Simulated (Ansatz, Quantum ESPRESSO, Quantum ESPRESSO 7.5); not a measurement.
**Evanescent states of CdS, zinc blende type, lattice constant set to 6.178 Å**

Wanted: the complex band structure of CdS, zinc blende type, lattice constant set to 6.178 Å, as for a tunnel barrier.

Program: Quantum ESPRESSO 7.5. Level of theory: plane-wave DFT, PBE, GBRV ultrasoft pseudopotentials (cross-check by Ansatz 0.2.0 with PAW datasets). Results are calculated unless marked as measured.

## Step 1: Starting point

The structure is cubic, space group F-43m (No. 216). The conventional cell has a = 6.178 Å, b = 6.178 Å, c = 6.178 Å, α = 90.00°, β = 90.00°, γ = 90.00°. Nearest to Cd lie 4 S at 2.68 Å. Nearest to S lie 4 Cd at 2.68 Å. Farther neighbours and most contacts between anions are not listed.

Structure file:

```cif
data_structure
_symmetry_space_group_name_H-M 'P 1'
_symmetry_Int_Tables_number 1
_cell_length_a 4.3685
_cell_length_b 4.3685
_cell_length_c 6.1780
_cell_angle_alpha 90.000
_cell_angle_beta 90.000
_cell_angle_gamma 90.000
_cell_volume 117.90
loop_
_atom_site_label
_atom_site_type_symbol
_atom_site_fract_x
_atom_site_fract_y
_atom_site_fract_z
_atom_site_occupancy
Cd1 Cd 0.00000 0.00000 0.00000 1
S2 S 0.50000 0.00000 0.25000 1
Cd3 Cd 0.50000 0.50000 0.50000 1
S4 S 0.00000 0.50000 0.75000 1
```

## Step 2: Ground state

pwcond needs a cell whose third axis lies along the current and stands perpendicular to the other two.

Contents of scf.in:

```
&control
  prefix = 'scf'
  outdir = './out'
  pseudo_dir = './pseudo'
  calculation = 'scf'
  tprnfor = .true.
/
&system
  ibrav = 0
  nat = 4
  ntyp = 2
  ecutwfc = 40
  ecutrho = 200
  occupations = 'fixed'
  nbnd = 22
/
&electrons
  conv_thr = 1e-09
  mixing_beta = 0.6
  electron_maxstep = 120
/
ATOMIC_SPECIES
  Cd  112.4140  cd_pbe_v1.uspp.F.UPF
  S   32.0600  s_pbe_v1.4.uspp.F.UPF
CELL_PARAMETERS angstrom
  4.36850569417049 0.00000000000000 0.00000000000000
  0.00000000000000 4.36850569417049 0.00000000000000
  0.00000000000000 0.00000000000000 6.17800000000000
ATOMIC_POSITIONS crystal
  Cd  0.000000000000 0.000000000000 0.000000000000
  S   0.500000000000 0.000000000000 0.250000000000
  Cd  0.500000000000 0.500000000000 0.500000000000
  S   0.000000000000 0.500000000000 0.750000000000
K_POINTS automatic
  6 6 4 0 0 0
```

Run with:

```console
$ OMP_NUM_THREADS=1 mpirun -n 2 pw.x -nk 2 -in scf.in > scf.out
```

Log:

```text
Program PWSCF v.7.5 starts
[citation notice left out]

     Parallel version (MPI & OpenMP), running on       2 processor cores
     Number of MPI processes:                 2
     Threads/MPI process:                     1

     MPI processes distributed on     1 nodes
[...]
Current dimensions of program PWSCF are:
     Max number of different atomic species (ntypx) = 10
     Max number of k-points (npk) =  40000
     Max angular momentum in pseudopotentials (lmaxx) =  4
     Found identity + ( -0.5000 -0.5000 -0.5000) symmetry
     This is a supercell, fractional translations are disabled
     Message from routine setup:
     using ibrav=0 with symmetry is DISCOURAGED, use correct ibrav instead

     K-points division:     npool     =       2
     Subspace diagonalization in iterative solution of the eigenvalue problem:
     a serial algorithm will be used

     G-vector sticks info
     --------------------
     sticks:   dense  smooth     PW     G-vecs:    dense   smooth      PW
     Sum        1085     869    261                37977    27235    4461

     Using Slab Decomposition

     bravais-lattice index     =            0
     lattice parameter (alat)  =       8.2553  a.u.
     unit-cell volume          =     795.6285 (a.u.)^3
     number of atoms/cell      =            4
     number of atomic types    =            2
     number of electrons       =        36.00
     number of Kohn-Sham states=           22
     kinetic-energy cutoff     =      40.0000  Ry
     charge density cutoff     =     200.0000  Ry
     scf convergence threshold =      1.0E-09
     mixing beta               =       0.6000
     number of iterations used =            8  plain     mixing
     Exchange-correlation=  SLA  PW   PBX  PBC
                           (   1   4   3   4   0   0   0)

     celldm(1)=   8.255279  celldm(2)=   0.000000  celldm(3)=   0.000000
     celldm(4)=   0.000000  celldm(5)=   0.000000  celldm(6)=   0.000000

     crystal axes: (cart. coord. in units of alat)
               a(1) = (   1.000000   0.000000   0.000000 )
               a(2) = (   0.000000   1.000000   0.000000 )
               a(3) = (   0.000000   0.000000   1.414214 )

     reciprocal axes: (cart. coord. in units 2 pi/alat)
               b(1) = (  1.000000  0.000000  0.000000 )
               b(2) = (  0.000000  1.000000  0.000000 )
               b(3) = (  0.000000  0.000000  0.707107 )

     PseudoPot. # 1 for Cd read from file:
     ./pseudo/cd_pbe_v1.uspp.F.UPF
     Pseudo is Ultrasoft + core correction, Zval = 12.0
     Generated by new atomic code, or converted to UPF format
     Using radial grid of  889 points,  6 beta functions with:
                l(1) =   0
                l(2) =   0
                l(3) =   1
                l(4) =   1
                l(5) =   2
                l(6) =   2
     Q(r) pseudized with  6 coefficients,  rinner =    1.000   1.000   1.000
                                                       1.000   1.000

     PseudoPot. # 2 for S  read from file:
     ./pseudo/s_pbe_v1.4.uspp.F.UPF
     Pseudo is Ultrasoft + core correction, Zval =  6.0
     Generated by new atomic code, or converted to UPF format
     Using radial grid of  907 points,  6 beta functions with:
                l(1) =   0
                l(2) =   0
                l(3) =   1
                l(4) =   1
                l(5) =   2
                l(6) =   2
     Q(r) pseudized with  8 coefficients,  rinner =    1.300   1.300   1.300
                                                       1.300   1.300

     atomic species   valence    mass     pseudopotential
     Cd               12.00   112.41400     Cd( 1.00)
     S                 6.00    32.06000     S ( 1.00)

      8 Sym. Ops. (no inversion) found

   Cartesian axes

     site n.     atom                  positions (alat units)
         1        Cd     tau(   1) = (   0.0000000   0.0000000   0.0000000  )
         2        S      tau(   2) = (   0.5000000   0.0000000   0.3535534  )
         3        Cd     tau(   3) = (   0.5000000   0.5000000   0.7071068  )
         4        S      tau(   4) = (   0.0000000   0.5000000   1.0606602  )

     number of k points=    30
                       cart. coord. in units 2pi/alat
        k(    1) = (   0.0000000   0.0000000   0.0000000), wk =   0.0138889
        k(    2) = (   0.0000000   0.0000000   0.1767767), wk =   0.0277778
        k(    3) = (   0.0000000   0.0000000  -0.3535534), wk =   0.0138889
        k(    4) = (   0.0000000   0.1666667   0.0000000), wk =   0.0555556
        k(    5) = (   0.0000000   0.1666667   0.1767767), wk =   0.1111111
        k(    6) = (   0.0000000   0.1666667  -0.3535534), wk =   0.0555556
        k(    7) = (   0.0000000   0.3333333   0.0000000), wk =   0.0555556
        k(    8) = (   0.0000000   0.3333333   0.1767767), wk =   0.1111111
        k(    9) = (   0.0000000   0.3333333  -0.3535534), wk =   0.0555556
        k(   10) = (   0.0000000  -0.5000000   0.0000000), wk =   0.0277778
[...]
k(   30) = (  -0.5000000  -0.5000000  -0.3535534), wk =   0.0138889

     Dense  grid:    37977 G-vectors     FFT dimensions: (  40,  40,  54)

     Smooth grid:    27235 G-vectors     FFT dimensions: (  36,  36,  48)

     Estimated max dynamical RAM per process >     102.41 MB

     Estimated total dynamical RAM >     195.55 MB

     Check: negative core charge=   -0.000002

     Initial potential from superposition of free atoms

     starting charge      34.9998, renormalised to      36.0000

     negative rho (up, down):  4.077E-02 0.000E+00
     Starting wfcs are   26 randomized atomic wfcs

     total cpu time spent up to now is        1.1 secs

     per-process dynamical memory:    48.1 Mb

     Self-consistent Calculation

     iteration #  1     ecut=    40.00 Ry     beta= 0.60
     Davidson diagonalization with overlap
     ethr =  1.00E-02,  avg # of iterations =  2.6

     Threshold (ethr) on eigenvalues was too large:
     Diagonalizing with lowered threshold

     Davidson diagonalization with overlap
     ethr =  6.32E-04,  avg # of iterations =  2.0

     negative rho (up, down):  3.940E-02 0.000E+00

     total cpu time spent up to now is        4.0 secs

     total energy              =    -277.72924834 Ry
     estimated scf accuracy    <       0.22717018 Ry

     iteration #  2     ecut=    40.00 Ry     beta= 0.60
[...]
negative rho (up, down):  4.006E-02 0.000E+00

[...]
total energy              =    -277.80226339 Ry
     estimated scf accuracy    <       0.07757900 Ry

     iteration #  3     ecut=    40.00 Ry     beta= 0.60
[...]
negative rho (up, down):  4.027E-02 0.000E+00

[...]
total energy              =    -277.81632273 Ry
     estimated scf accuracy    <       0.00191364 Ry

     iteration #  4     ecut=    40.00 Ry     beta= 0.60
[...]
negative rho (up, down):  4.028E-02 0.000E+00

[...]
total energy              =    -277.81667925 Ry
     estimated scf accuracy    <       0.00018775 Ry

     iteration #  5     ecut=    40.00 Ry     beta= 0.60
[...]
negative rho (up, down):  4.032E-02 0.000E+00

[...]
total energy              =    -277.81675697 Ry
     estimated scf accuracy    <       0.00001314 Ry

     iteration #  6     ecut=    40.00 Ry     beta= 0.60
[...]
negative rho (up, down):  4.034E-02 0.000E+00

[...]
total energy              =    -277.81676679 Ry
     estimated scf accuracy    <       0.00000688 Ry

     iteration #  7     ecut=    40.00 Ry     beta= 0.60
[...]
negative rho (up, down):  4.035E-02 0.000E+00

[...]
total energy              =    -277.81676844 Ry
     estimated scf accuracy    <       0.00000012 Ry

     iteration #  8     ecut=    40.00 Ry     beta= 0.60
[...]
negative rho (up, down):  4.035E-02 0.000E+00

[...]
total energy              =    -277.81676880 Ry
     estimated scf accuracy    <       0.00000022 Ry

     iteration #  9     ecut=    40.00 Ry     beta= 0.60
[...]
negative rho (up, down):  4.035E-02 0.000E+00

[...]
total energy              =    -277.81676876 Ry
     estimated scf accuracy    <       0.00000007 Ry

     iteration # 10     ecut=    40.00 Ry     beta= 0.60
[...]
negative rho (up, down):  4.035E-02 0.000E+00

[...]
total energy              =    -277.81676878 Ry
     estimated scf accuracy    <       0.00000001 Ry

     iteration # 11     ecut=    40.00 Ry     beta= 0.60
[...]
negative rho (up, down):  4.035E-02 0.000E+00

[...]
End of self-consistent calculation

          k = 0.0000 0.0000 0.0000 (  3411 PWs)   bands (ev):

    -7.8492  -7.4722  -3.6235  -3.6235  -3.6235  -3.4695  -3.4160  -3.4160
    -3.3397  -3.3396  -3.2889  -3.0429   0.3626   2.2658   2.2658   3.6353
     3.6357   3.6357   4.3707   7.4212   7.6396  10.1057

          k = 0.0000 0.0000 0.1768 (  3420 PWs)   bands (ev):

    -7.7932  -7.5261  -3.5962  -3.5962  -3.5829  -3.4594  -3.4496  -3.4496
    -3.3485  -3.3323  -3.2963  -3.1687   0.7129   2.4429   2.4429   2.6558
     3.4031   3.4031   5.4634   7.3943   7.7942   9.4666

          k = 0.0000 0.0000-0.3536 (  3400 PWs)   bands (ev):

    -7.6587  -7.6587  -3.5260  -3.5260  -3.5260  -3.5260  -3.4783  -3.4783
    -3.3399  -3.3399  -3.3143  -3.3143   1.5612   1.5612   2.8964   2.8964
     2.8964   2.8964   6.7276   6.7276   8.4747   8.4747

          k = 0.0000 0.1667 0.0000 (  3413 PWs)   bands (ev):

    -7.7996  -7.4741  -3.6101  -3.6011  -3.5747  -3.4792  -3.4306  -3.4074
    -3.3440  -3.3363  -3.3005  -2.9967   0.3977   1.9484   2.3849   2.6372
     3.4132   3.5797   5.3213   7.6287   8.1765   9.7230

          k = 0.0000 0.1667 0.1768 (  3403 PWs)   bands (ev):

    -7.7510  -7.5204  -3.5941  -3.5887  -3.5112  -3.4946  -3.4641  -3.4112
    -3.3433  -3.3348  -3.3020  -3.1073   0.6126   2.0147   2.2331   2.5426
     3.3828   3.4431   5.7498   7.5063   8.3473   9.5947

          k = 0.0000 0.1667-0.3536 (  3396 PWs)   bands (ev):

    -7.6345  -7.6345  -3.5486  -3.5486  -3.5317  -3.5317  -3.4088  -3.4088
    -3.3152  -3.3152  -3.3051  -3.3051   1.1946   1.1946   2.8902   2.8902
     2.9437   2.9437   6.7712   6.7712   8.9440   8.9440

[...]
highest occupied, lowest unoccupied level (ev):     3.6357    4.3707

!    total energy              =    -277.81676879 Ry
     estimated scf accuracy    <          4.4E-11 Ry

     The total energy is the sum of the following terms:
     one-electron contribution =     -91.73010937 Ry
     hartree contribution      =      70.56239406 Ry
     xc contribution           =     -95.48830466 Ry
     ewald contribution        =    -161.16074882 Ry

     convergence has been achieved in  11 iterations

     negative rho (up, down):  4.035E-02 0.000E+00

     Forces acting on atoms (cartesian axes, Ry/au):

     atom    1 type  1   force =     0.00000000    0.00000000    0.00000000
     atom    2 type  2   force =     0.00000000    0.00000000    0.00000011
     atom    3 type  1   force =     0.00000000    0.00000000    0.00000000
     atom    4 type  2   force =     0.00000000    0.00000000   -0.00000011

     Total force =     0.000000     Total SCF correction =     0.000002
     SCF correction compared to forces is large: reduce conv_thr to get better values

[...]
=------------------------------------------------------------------------------=
   JOB DONE.
=------------------------------------------------------------------------------=
```

Elapsed: 25 s, on 2 MPI ranks of Arm Neoverse V2, shared host; peak memory 0.25 GiB.

Numbers from this step:

| Quantity | Value |
| --- | --- |
| free energy | -3779.8897 eV |
| valence top, on the run's zero | 3.636 eV |
| conduction bottom, on the run's zero | 4.371 eV |
| gap by band count | 0.7350 eV |

The run needed 11 iterations to bring the estimated error under 1e-09 Ry.

[end of part 1 of 4]

[Logs are printed without paths, hosts, clocks, repeated set-up lines and the standing remarks that a program may print on its own settings, such as how far it seeks lower states.]

[Hosts, paths, dates, database ids (printed as entryN), source tags and the programs' standing remarks are cut or masked in the printed files.]

[Maps of the electrostatic potential energy from Ansatz leave out the sawtooth potential of an applied field or a dipole correction, so their vacuum need not be flat; planar profiles and work functions include it.]
